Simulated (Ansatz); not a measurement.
**Phonons of As (Pm-3m, 1 atom in the cell) against volume**

Wanted: mode Grüneisen parameters of As (Pm-3m, 1 atom in the cell).

Calculated with Ansatz 0.2.0; DFT PBEsol, scalar-relativistic, plane waves, PAW.

Most raw output is cut from this account.

This is not the structure that As takes at ambient pressure and room temperature (space group No. 166); it is a model or a phase of other conditions.

### 1. Set-up

The structure is cubic, space group Pm-3m (No. 221). Conventional cell: a = 2.689 Å, b = 2.689 Å, c = 2.689 Å, α = 90.00°, β = 90.00°, γ = 90.00°. Nearest to As lie 6 As at 2.69 Å.

Coordinates:

```cif
data_structure
_symmetry_space_group_name_H-M 'P 1'
_symmetry_Int_Tables_number 1
_cell_length_a 2.6886
_cell_length_b 2.6886
_cell_length_c 2.6886
_cell_angle_alpha 90.000
_cell_angle_beta 90.000
_cell_angle_gamma 90.000
_cell_volume 19.43
loop_
_atom_site_label
_atom_site_type_symbol
_atom_site_fract_x
_atom_site_fract_y
_atom_site_fract_z
_atom_site_occupancy
As1 As 0.50000 0.50000 0.50000 1
```

### 2. The dispersion

The cell comes from relaxations at this level that are not shown. Stability and thermal properties need the whole zone. Linear response on a 4×4×4 q mesh gives force constants as far as a supercell of that size would.

Contents of input.yaml:

```yaml
crystal:
  lattice:
    - [2.6885784294, 0.0, 0.0]
    - [0.0, 2.6885784294, 0.0]
    - [0.0, 0.0, 2.6885784294]
  atoms:
    - { symbol: As, position: [0.5, 0.5, 0.5] }
kpoints:
  mp_grid: { grid: [16, 16, 16] }
hamiltonian:
  xc: pbesol
scf:
  occupations: { method: methfessel_paxton, width: 0.15 }
output:
  eigenvalues: true
phonons:
  method: dfpt
  qmesh: [4, 4, 4]
  temperatures: { t_max: 1000, t_step: 50 }
  qpath:
    path:
      - [[0.0, 0.0, 0.0], [0.0, 0.5, 0.0], [0.5, 0.5, 0.0], [0.0, 0.0, 0.0], [0.5, 0.5, 0.5], [0.0, 0.5, 0.0]]
      - [[0.5, 0.5, 0.5], [0.5, 0.5, 0.0]]
    npoints: 10
```

Launch:

```console
ansatz run input.yaml --threads 4 --pin off --max-ram 7168MiB --backend cpu --events-out ev --progress --plain --runs-dir out
```

Wall time 94 s (4 threads of Arm Neoverse V1, shared host); peak memory 1.4 GiB.

Numbers from this step:

| Item | Value |
| --- | --- |
| volume per atom | 19.43 Å³ |
| gap on the k-mesh | 0 eV |
| sum-rule residual before enforcement | 6.69e-6 eV/Å² |
| lowest frequency on the path | -195.6 cm⁻¹ |
| highest frequency on the path or at a solved wavevector | 192.2 cm⁻¹ |
| lowest mode on the q mesh (acoustic modes at Γ apart) | -195.6 cm⁻¹ |

Frequencies (cm⁻¹) solved at each irreducible wavevector; negative means imaginary. Frequencies by wavevector, by row:

```tsv
q in reciprocal lattice units	star	mode 1	mode 2	mode 3
0 0 0	1	0	0	0
0 0 0.25	6	57.2	57.2	139.1
0 0 -0.5	3	65.3	65.3	152.9
0 0.25 0.25	12	80.3	132	164.1
0 0.25 -0.5	12	81.2	87.4	155.2
0 -0.5 -0.5	3	93.3	97.7	97.7
0.25 0.25 0.25	8	152.9	152.9	192.2
0.25 0.25 -0.5	12	-48.7	156.4	178.6
0.25 -0.5 -0.5	6	-51.1	-51.1	164.5
-0.5 -0.5 -0.5	1	-195.6	-195.6	-195.6
```

Symmetry leaves 10 wavevectors to solve. The lowest mode among them, the acoustic zeros apart, lies at q = (-0.5, -0.5, -0.5) and is imaginary, 195.6i cm⁻¹, so the energy falls along it.

### 3. Relaxing at another volume, volume ratio 0.97

The volume is scaled by 0.97 and held; symmetry leaves nothing to relax, so this is a single point. The modes can then be followed against volume.

input.yaml, the sections that differ from step 2:

```yaml
crystal:
  lattice:
    - [2.6614192147, 0.0, 0.0]
    - [0.0, 2.6614192147, 0.0]
    - [0.0, 0.0, 2.6614192147]
  atoms:
    - { symbol: As, position: [0.5, 0.5, 0.5] }
output:
  forces: true
  stress: true
  eigenvalues: true
  write_density: true
  write_potential: true
  elf: true
  volumetric_format: npy
# kpoints, hamiltonian, scf: as in step 2
# phonons: removed
```

It took 1.5 s on 4 threads; peak memory 0.31 GiB; 3.7 s of CPU time.

This step gave:

| Item | Value |
| --- | --- |
| pressure | 2.987 GPa |
| volume per atom | 18.85 Å³ |

ELF in the ac plane at fractional y = 0.500, with atoms of As within 0.2 Å of it. It is the smooth field of the valence electrons, not physical close to the nuclei.

Ten even steps from '0' (0.10) to '9' (0.65):
```
00247899987420
12468999998642
34689999999864
67899877789987
88998632368998
99997312137999
99997226227999
99997312137999
88998632368998
67899877789987
34689999999864
12468999998642
00247899987420
00136899986310
```
Columns run along a (2.7 Å), rows up along c (2.7 Å). Atoms in or near the plane, at fractional coordinates: As at (0.50, 0.50).

Valence density in the ac plane at fractional y = 0.500, with atoms of As within 0.2 Å of it. It is the smooth field of the valence electrons, not physical close to the nuclei.

Values in e/Å³, 14 rows by 14 columns:
```
 0  0  0  0  0  0  0  0  0  0  0  0  0  0
 0  0  0  0  0  0  1  1  1  0  0  0  0  0
 0  0  0  0  1  1  1  1  1  1  1  0  0  0
 0  0  0  1  1  2  3  4  3  2  1  1  0  0
 0  0  0  1  2  5 10 12 10  5  2  1  0  0
 0  0  1  1  3 10 20 26 20 10  3  1  1  0
 0  0  1  1  4 12 26 34 26 12  4  1  1  0
 0  0  1  1  3 10 20 26 20 10  3  1  1  0
 0  0  0  1  2  5 10 12 10  5  2  1  0  0
 0  0  0  1  1  2  3  4  3  2  1  1  0  0
 0  0  0  0  1  1  1  1  1  1  1  0  0  0
 0  0  0  0  0  0  1  1  1  0  0  0  0  0
 0  0  0  0  0  0  0  0  0  0  0  0  0  0
 0  0  0  0  0  0  0  0  0  0  0  0  0  0
```
Columns run along a (2.7 Å), rows up along c (2.7 Å). Atoms in or near the plane, at fractional coordinates: As at (0.50, 0.50).

Electrostatic potential energy in the ac plane at fractional y = 0.500, with atoms of As within 0.2 Å of it. With pseudopotentials it is smooth inside the atoms' cores, unlike the true potential.

Ten even steps from '_' (-7 eV) to '@' (33 eV):
```
++++++======------======++++
++++====--::......::--====++
++====--..__________..--====
====--..____..::..____..--==
====::____--**##**--____::==
==--..__..**@@@@@@**..__..--
==--..__::##@@@@@@##::__..--
==--..__..**@@@@@@**..__..--
====::____--**##**--____::==
====--..____..::..____..--==
++====--..__________..--====
++++====--::......::--====++
++++++======------======++++
++++++++==============++++++
```
Columns run along a (2.7 Å; values clipped at the 3rd and 97th percentile), rows up along c (2.7 Å). Atoms in or near the plane, at fractional coordinates: As at (0.50, 0.50).

### 4. Phonons at the other volume, volume ratio 0.97

The phonons are repeated at this volume on the same k and q meshes.

input.yaml, the sections that differ from step 3:

```yaml
output:
  eigenvalues: true
phonons:
  method: dfpt
  qmesh: [4, 4, 4]
  temperatures: { t_max: 1000, t_step: 50 }
  qpath:
    path:
      - [[0.0, 0.0, 0.0], [0.0, 0.5, 0.0], [0.5, 0.5, 0.0], [0.0, 0.0, 0.0], [0.5, 0.5, 0.5], [0.0, 0.5, 0.0]]
      - [[0.5, 0.5, 0.5], [0.5, 0.5, 0.0]]
    npoints: 10
# crystal, kpoints, hamiltonian, scf: as in step 3
```

Run time: 92 s. Hardware: 4 threads; peak memory 1.4 GiB.

Numbers from this step:

```
sum-rule residual before enforcement                    : 3.15e-6 eV/Å²
lowest frequency on the path                            : -181.9 cm⁻¹
highest frequency on the path or at a solved wavevector : 200.9 cm⁻¹
lowest mode on the q mesh (acoustic modes at Γ apart)   : -181.9 cm⁻¹
```

Frequencies (cm⁻¹) solved at each irreducible wavevector; negative means imaginary. Frequencies by wavevector, by row:

```tsv
q in reciprocal lattice units	star	mode 1	mode 2	mode 3
0 0 0	1	0	0	0
0 0 0.25	6	57.7	57.7	147.7
0 0 -0.5	3	65.8	65.8	171.6
0 0.25 0.25	12	80.9	140.7	173.6
0 0.25 -0.5	12	87.8	107.1	163.3
0 -0.5 -0.5	3	93.8	121.4	121.4
0.25 0.25 0.25	8	160.2	160.2	200.9
0.25 0.25 -0.5	12	50.9	163.9	186
0.25 -0.5 -0.5	6	47.8	47.8	172.4
-0.5 -0.5 -0.5	1	-181.9	-181.9	-181.9
```

The highest frequency on the path or at a solved wavevector is 200.9 cm⁻¹, +8.7 cm⁻¹ against the base run.

### 5. Relaxing at another volume, volume ratio 1.03

The volume is scaled by 1.03 and held; symmetry leaves nothing to relax, so this is a single point. The modes can then be followed against volume.

input.yaml, the sections that differ from step 4:

```yaml
crystal:
  lattice:
    - [2.7151997492, 0.0, 0.0]
    - [0.0, 2.7151997492, 0.0]
    - [0.0, 0.0, 2.7151997492]
  atoms:
    - { symbol: As, position: [0.5, 0.5, 0.5] }
output:
  forces: true
  stress: true
  eigenvalues: true
# kpoints, hamiltonian, scf: as in step 4
# phonons: removed
```

Run time: 0.78 s. Hardware: 4 threads; peak memory 0.31 GiB; 2.4 s of CPU time.

Numbers from this step:

```yaml
pressure: -2.539 GPa
volume_per_atom: 20.02 Å³
```

The run ends at a pressure of -2.54 GPa.

### 6. Phonons at the other volume, volume ratio 1.03

input.yaml, the sections that differ from step 5:

```yaml
output:
  eigenvalues: true
phonons:
  method: dfpt
  qmesh: [4, 4, 4]
  temperatures: { t_max: 1000, t_step: 50 }
  qpath:
    path:
      - [[0.0, 0.0, 0.0], [0.0, 0.5, 0.0], [0.5, 0.5, 0.0], [0.0, 0.0, 0.0], [0.5, 0.5, 0.5], [0.0, 0.5, 0.0]]
      - [[0.5, 0.5, 0.5], [0.5, 0.5, 0.0]]
    npoints: 10
# crystal, kpoints, hamiltonian, scf: as in step 5
```

The job ended after 95 s (4 threads; peak memory 1.5 GiB; 6.1 min of CPU time).

This step gave:

```
sum-rule residual before enforcement                    : 2.74e-5 eV/Å²
lowest frequency on the path                            : -209.7 cm⁻¹
highest frequency on the path or at a solved wavevector : 183.9 cm⁻¹
lowest mode on the q mesh (acoustic modes at Γ apart)   : -209.7 cm⁻¹
```

The highest frequency on the path or at a solved wavevector is 183.9 cm⁻¹, -8.3 cm⁻¹ against the base run.

### 7. Grüneisen parameters

The Grüneisen parameter of a mode is minus the logarithmic change of its frequency with volume, −d ln ω / d ln V; weighted by heat capacity it gives the expansion.

Numbers from this step:

```
bulk modulus : 92.1 GPa
```

The phonon branches at the labelled points (cm⁻¹):

```tsv
point	branch 1	branch 2	branch 3
Γ	0	0	0
halfway	57	57	139
X	65	65	153
halfway	81	87	155
M	93	98	98
halfway	80	132	164
Γ	0	0	0
halfway	153	153	192
R	-196	-196	-196
halfway	-49	156	179
X	65	65	153
jump to R	-196	-196	-196
halfway	-51	-51	164
M	93	98	98
```

The same for volume x 0.97:

```tsv
point	branch 1	branch 2	branch 3
Γ	0	0	0
X	66	66	172
M	94	121	121
Γ	0	0	0
R	-182	-182	-182
X	66	66	172
R	-182	-182	-182
M	94	121	121
```

The same for volume x 1.03:

```tsv
point	branch 1	branch 2	branch 3
Γ	0	0	0
X	65	65	132
M	69	69	93
Γ	0	0	0
R	-210	-210	-210
X	65	65	132
R	-210	-210	-210
M	69	69	93
```

### 8. Outcome

```json
{
 "bulk modulus": "92.1 GPa"
}
```

What this shows: No expansion is given, because modes are imaginary at one volume or more. Branches are matched by rank, so values near crossings are rough. With no gap, or one that is small against the smearing, the frequencies hang on the k mesh and the smearing, most of all near Kohn anomalies.

[Logs are printed without paths, hosts, clocks, repeated set-up lines and the standing remarks that a program may print on its own settings, such as how far it seeks lower states.]

[Hosts, paths, dates, database ids (printed as entryN), source tags and the programs' standing remarks are cut or masked in the printed files.]
